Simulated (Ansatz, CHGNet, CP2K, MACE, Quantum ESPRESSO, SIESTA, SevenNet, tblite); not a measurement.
# Mg2+ BF4- in dimethyl sulfoxide and 1,3-dioxolane at 400 K (73 atoms): other programs against plane waves

One geometry of Mg2+ BF4- in dimethyl sulfoxide and 1,3-dioxolane at 400 K (73 atoms) is solved by several programs and methods. How far do their forces lie from a plane-wave PBE run?

Results are calculated, not measured.

## (1) The structure

The cell holds 73 atoms (11 C, 6 O, 30 H, 4 S, 4 B, 16 F and 2 Mg), with edges of 9.47, 9.47 and 9.47 Å. Recipe: 4 dimethyl sulfoxide, 1 1,3-dioxolane, 2 Mg2+, 4 BF4- placed at random, at 1.53 g/cm³; overlaps pushed apart, then 10 ps at 550 K with stiff harmonic cages for PF6 and BF4 with UFF radii; divalent ions of Li, Roberts, Chakravorty and Merz (J. Chem. Theory Comput. 9, 2733 (2013)); MMFF94 bonds, angles, torsions, charges and radii (Halgren, J. Comput. Chem. 17, 490 (1996)) in harmonic and 12-6 forms; charges of ions scaled by 0.8. Snapshot after 30 ps at 400 K and fixed volume. Then every atom was moved at random, 0.03 Å r.m.s. a Cartesian component (hydrogen 0.6 of that). The density is 1.53 g/cm³.

## (2) The reference input

Quantum ESPRESSO 7.5: Kohn-Sham DFT, PBE, SSSP efficiency 1.3.0 pseudopotentials, plane waves. Its input, pw.in:

```
&control
  calculation = 'scf'
  pseudo_dir = './pseudo'
  outdir = './tmp'
  disk_io = 'none'
  tprnfor = .true.
  tstress = .true.
/
&system
  ibrav = 0
  nat = 73
  ntyp = 7
  ecutwfc = 60
  ecutrho = 480
  nosym = .true.
  occupations = 'smearing'
  smearing = 'fd'
  degauss = 0.003675
/
&electrons
  conv_thr = 3.6e-07
  electron_maxstep = 100
  mixing_beta = 0.4
  mixing_mode = 'plain'
  diagonalization = 'david'
/
ATOMIC_SPECIES
C 12.011 C.upf
O 15.999 O.upf
H 1.008 H.upf
S 32.060 S.upf
B 10.810 B.upf
F 18.998 F.upf
Mg 24.305 Mg.upf
CELL_PARAMETERS angstrom
9.47375 0.00000 0.00000
0.00000 9.47375 0.00000
0.00000 0.00000 9.47375
ATOMIC_POSITIONS crystal
C 0.12008 0.62151 0.52647
C 0.23602 0.60870 0.40910
O 0.15806 0.53068 0.30883
C 0.03875 0.61331 0.31600
[... 67 atom lines left out ...]
Mg 0.49437 0.57541 0.85342
Mg 0.20522 0.36142 0.20530
K_POINTS gamma
```

```console
$ OMP_NUM_THREADS=1 mpirun -np 2 pw.x -in pw.in > output.txt
```

Elapsed: 97 s, on 2 MPI ranks of Arm Neoverse V2, shared host; peak memory 2.1 GiB.

It converged with an r.m.s. force component of 1.6 eV/Å and a pressure of 4.3 GPa.

Its highest filled and lowest empty levels lie 4.21 eV apart on its k-points.

## (3) What was run beside it

- CHGNet: machine-learned potential, published weights.
- CP2K 2026.2: Gaussian basis with GTH pseudopotentials and a plane-wave density; labels give functional, basis (MOLOPT sets; SR short-range, UZH the newer set with its own potentials), grid cutoff/relative cutoff and solver (OT: orbital transformation; TRS4, TC2, SIGN: linear-scaling purification with its sparsity filter), or its built-in tight binding.
- MACE: machine-learned potential, published weights.
- Quantum ESPRESSO 7.5: plane waves; labels (QE) give functional, pseudopotential set and cutoffs of waves/density.
- SIESTA 5.4.2: numerical atomic orbitals, whose automatically made sets are far from complete, with PseudoDojo norm-conserving potentials that we converted to its format (checked against plane waves on the same files for H, C, O, Si, Ge and Ca alone); labels give functional, basis size, energy shift and mesh cutoff.
- SevenNet: machine-learned potential, published weights.
- tblite 0.8.0: extended tight binding, driven from Python.

All use the same cell and atoms, and the electronic-structure runs the same k-mesh.

## (4) Side by side

Differences are against the reference: forces as r.m.s. over components, share as that over the reference's r.m.s. force, slope as the fitted ratio of a run's forces to the reference's.

```csv
run,"Δ force, r.m.s. (meV/Å)",share (%),slope,Δ pressure (GPa),Δ gap (eV),cores,CPU time,memory (GiB)
reference,-,-,-,-,-,2,3.2 min,2.1
CHGNet r2SCAN potential,403,24.6,0.831,-2.90,-,1,3.4 s,1.2
"CP2K GFN1-xTB, OT DIIS",290,17.7,0.922,-4.58,-,1,2.5 s,0.27
"CP2K PBE, DZVP-MOLOPT-SR, 800/50 Ry, OT DIIS",214,13.1,1.058,0.981,0.0444,4,5.4 min,2.7
"CP2K PBE, SZV-MOLOPT-SR, 800/50 Ry, OT DIIS (coarse)",2536,155,1.738,12.7,0.577,2,3.5 min,1.6
"CP2K PBE, SZV-MOLOPT-SR, 800/50 Ry, SIGN filter 1e-04, SCF 1e-05 (coarse)",2540,155,1.738,12.8,-,1,39 s,1.5
"CP2K PBE, SZV-MOLOPT-SR, 800/50 Ry, SIGN filter 1e-06, SCF 1e-06 (coarse)",2540,155,1.739,12.7,-,1,47 s,1.5
"CP2K PBE, SZV-MOLOPT-SR, 800/50 Ry, SIGN filter 1e-07, SCF 1e-07 (coarse)",2537,155,1.739,12.7,-,1,58 s,1.5
MACE MP-0b3 medium potential,220,13.5,0.931,-0.536,-,1,7.1 s,1.1
"QE PBE+D3(BJ), sssp-1.3.0-efficiency, 60/480 Ry",7.21,0.441,1.000,-0.829,0,2,3.2 min,2.1
"SIESTA PBE, DZP, shift 0.01 Ry, mesh 500 Ry",364,22.2,1.093,0.776,-0.0724,2,2.2 min,1.3
"SIESTA PBE, SZP, shift 0.01 Ry, mesh 500 Ry (coarse)",1207,73.8,1.230,6.76,-0.812,1,1.7 min,0.92
"SIESTA revPBE, PBE potentials, DZP, shift 0.01 Ry, mesh 500 Ry",325,19.9,1.096,1.88,-0.0195,2,2.2 min,1.3
SevenNet 0 potential,218,13.3,0.942,-0.776,-,1,6.9 s,0.91
tblite GFN1-xTB,289,17.7,0.919,-3.97,-,1,2 s,0.13
```

Rows marked coarse were listed beforehand as settings not expected to be converged; some can still land near the reference.

Times of the machine-learned potentials are mostly Python's start and the loading of weights.

Left out of this page: tblite IPEA1-xTB (killed or ended with an error).

Left out, with forces off by over 50 eV/Å: CP2K PBE, DZVP-MOLOPT-SR, 280/50 Ry, OT DIIS.

CPU time is summed over cores on shared hosts, so it is rough.

## (5) What came out

Forces lie from 0.44 % (QE PBE+D3(BJ), sssp-1.3.0-efficiency, 60/480 Ry) to 155 % (CP2K PBE, SZV-MOLOPT-SR, 800/50 Ry, SIGN filter 1e-06, SCF 1e-06, coarse) of the reference's r.m.s. force of 1.6 eV/Å away from it. The PBE runs in local orbitals, coarse settings apart, differ by 13 % (CP2K PBE, DZVP-MOLOPT-SR, 800/50 Ry, OT DIIS) to 22 % (SIESTA PBE, DZP, shift 0.01 Ry, mesh 500 Ry); basis, grid and potentials can all enter. Tight binding differs by 18 % in each run; it is another model, with fitted parameters of its own, and the xTB methods hold dispersion. Machine-learned potentials differ by 13 % (SevenNet 0 potential) to 25 % (CHGNet r2SCAN potential); they were trained on other programs' data, some at another functional.

In the reference's own program, potentials and cutoffs, a change of model alone moves forces by 0.44 % (QE PBE+D3(BJ), sssp-1.3.0-efficiency, 60/480 Ry). Other rows with another functional or a dispersion term differ by 20 % (SIESTA revPBE, PBE potentials, DZP, shift 0.01 Ry, mesh 500 Ry), which mixes the change of model with differences of basis and potentials, some of them made for another functional. Runs with settings chosen to be coarse differ by 74 % (SIESTA PBE, SZP, shift 0.01 Ry, mesh 500 Ry) to 155 % (CP2K PBE, SZV-MOLOPT-SR, 800/50 Ry, SIGN filter 1e-06, SCF 1e-06), their programs' other errors included. Pressures at PBE, coarse settings apart, lie +0.78 to +0.98 GPa from the reference's. Gaps at PBE, coarse settings apart, lie -0.07 to +0.04 eV from the reference's.

Caveats: The potentials hold different valence shells: 262 electrons in the reference, 278 in CP2K with SZV-MOLOPT-SR and 278 in SIESTA; this bears on time and differences. The reference's pressure holds the uncorrected Pulay stress of its 60 Ry basis, so small pressure differences may be the reference's own error. Machine-learned potentials mimic data converged in k, so the reference's own k-point error enters their differences. The network of contacts between molecules at the start is that of the classical potential that made the cell, and needn't be the one that DFT or experiment would give. The reference's stress is far from hydrostatic: its diagonal is 4.2, 6.6, 2.2 GPa, compression counted positive. The reference's PBE has no dispersion term, which matters for the binding between molecules or layers. The electronic-structure runs sample only Γ, in a cell whose shortest periodic width is 9 Å. Where levels are smeared, the DFT runs use Fermi–Dirac occupations at 580 K (0.05 eV), and energies are free energies. The atoms were displaced at random, and shares hang on the size of the forces that this gives. The reference's cutoffs and mesh weren't converged further here.

[Logs are printed without paths, hosts, clocks, repeated set-up lines and the standing remarks that a program may print on its own settings, such as how far it seeks lower states.]

[Hosts, paths, dates, database ids (printed as entryN), source tags and the programs' standing remarks are cut or masked in the printed files.]

[Cells were taken only where this reference lay near another plane-wave run.]

[The MMFF94 radii named for the starting cell were scaled by 0.96; in molecules described by MMFF94, hydrogen bound to N, O or S took a small fixed 12-6 site in their place.]
